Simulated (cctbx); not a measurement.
# Occupancies in YbVB4

Cell a = 5.8920 Å, b = 11.3640 Å, c = 3.4950 Å, α = 90.00°, β = 90.00°, γ = 90.00°; space group Pbam (no. 55); nominal formula YbVB4.

The data are simulated with cctbx, not measured: Ga Kα, λ = 1.3414 Å, to d = 0.83 Å, 95 % of the full sphere, strongest reflection 20000 counts, noise from counting, a 3 % proportional error and a noise floor of 15 counts (s.d.); no absorption.

With every site full:

```text
Rint 0.031, 252 unique reflections to 0.83 A
cycle     R1     wR2    GooF  max shift (A)
   1  0.1753  0.4051  18.853   0.03706
   3  0.0637  0.1480   6.887   0.00017
final R1 0.0637 wR2 0.1480 GooF 6.887  parameters 36  data/parameter 7.0
atom        x        y        z      Ueq    occ   su(xyz)  su(Uiso or U11)
Yb1    0.37202  0.64777  0.00000   0.0049  1.000  0.00033  0.0010
V2     0.36705  0.90853  0.00000  -0.0162  1.000  0.00076  0.0017  NPD
B1     0.02808  0.69628  0.50000   0.0045  1.000  0.00730  0.0176
B2     0.12174  0.54892  0.50000   0.0025  1.000  0.00844  0.0149  NPD
B3     0.12868  0.96949  0.50000   0.0010  1.000  0.00916  0.0203  NPD
B4     0.21136  0.81088  0.50000   0.0052  1.000  0.00741  0.0207  NPD
difference map: max 7.57 min -1.85 rms 0.99
Q1    0.1006  0.4070  0.0000    4    7.63  0.19 A from V2
Q2    0.1345  0.1480  0.0000    4    3.63  0.04 A from Yb1
Q3    0.2086  0.5442  0.5000    4    1.42  0.51 A from B2
Q4    0.1044  0.7613  0.0000    4    1.08  1.72 A from Yb1
Q5    0.1935  0.3798  0.5000    4    1.08  0.96 A from B4
Q6    0.0000  0.0000  0.3400    4    1.02  1.00 A from B3
```

With the occupancies of the suspect sites free, each still typed as its main element:

```text
Rint 0.031, 252 unique reflections to 0.83 A
cycle     R1     wR2    GooF  max shift (A)
   1  0.1492  0.3416  15.969   0.02171
   8  0.0111  0.0231   1.080   0.00007
final R1 0.0111 wR2 0.0230 GooF 1.077  parameters 38  data/parameter 6.6
atom        x        y        z      Ueq    occ   su(xyz)  su(Uiso or U11)
Yb1    0.37195  0.64771  0.00000   0.0053  0.825  0.00005  0.0002
V2     0.36733  0.90846  0.00000   0.0036  1.177  0.00012  0.0003
B1     0.02411  0.69460  0.50000   0.0136  1.000  0.00106  0.0029
B2     0.12176  0.54934  0.50000   0.0144  1.000  0.00130  0.0026
B3     0.12998  0.96886  0.50000   0.0156  1.000  0.00142  0.0033
B4     0.21597  0.80922  0.50000   0.0197  1.000  0.00117  0.0035
su of occupancy Yb1: 0.016
su of occupancy V2: 0.023
difference map: max 0.70 min -0.69 rms 0.20
Q1    0.0000  0.0000  0.3270    4    0.70  1.04 A from B3
Q2    0.2250  0.4567  0.5000    4    0.64  0.87 A from B3
Q3    0.0244  0.4096  0.5000    4    0.63  0.98 A from B2
Q4    0.1667  0.7475  0.5000    4    0.62  0.76 A from B4
Q5    0.2319  0.0423  0.5000    4    0.60  0.87 A from B2
Q6    0.1635  0.2804  0.0000    4    0.60  1.47 A from V2
```

**Question.** What is the disorder?

X-rays count electrons. Yb1 refines to 0.825(0.016), or 57.8 electrons; the site truly holds 0.85 Yb and 0.15 V, 63.0 electrons, which is 0.899 of Yb; V2 refines to 1.177(0.023), or 27.1 electrons; the site truly holds 0.85 V and 0.15 Yb, 30.1 electrons, which is 1.307 of V. A value under 1 can't tell vacancies from a lighter guest, and one over 1 needs a heavier guest; chemistry or a second radiation must settle which. Occupancy correlates with U and the scale, and the two elements' form factors differ in shape, so the match is approximate.

Freeing them takes R1 from 0.0637 to 0.0111 and GooF from 6.89 to 1.08.

The model was made for the exercise: a known structure type with other elements put in, its volume estimated, not relaxed; displacement parameters are assumed.

[Middle refinement cycles are left out of these outputs.]

[Logs are printed without paths, hosts, clocks, repeated set-up lines and the standing remarks that a program may print on its own settings, such as how far it seeks lower states.]
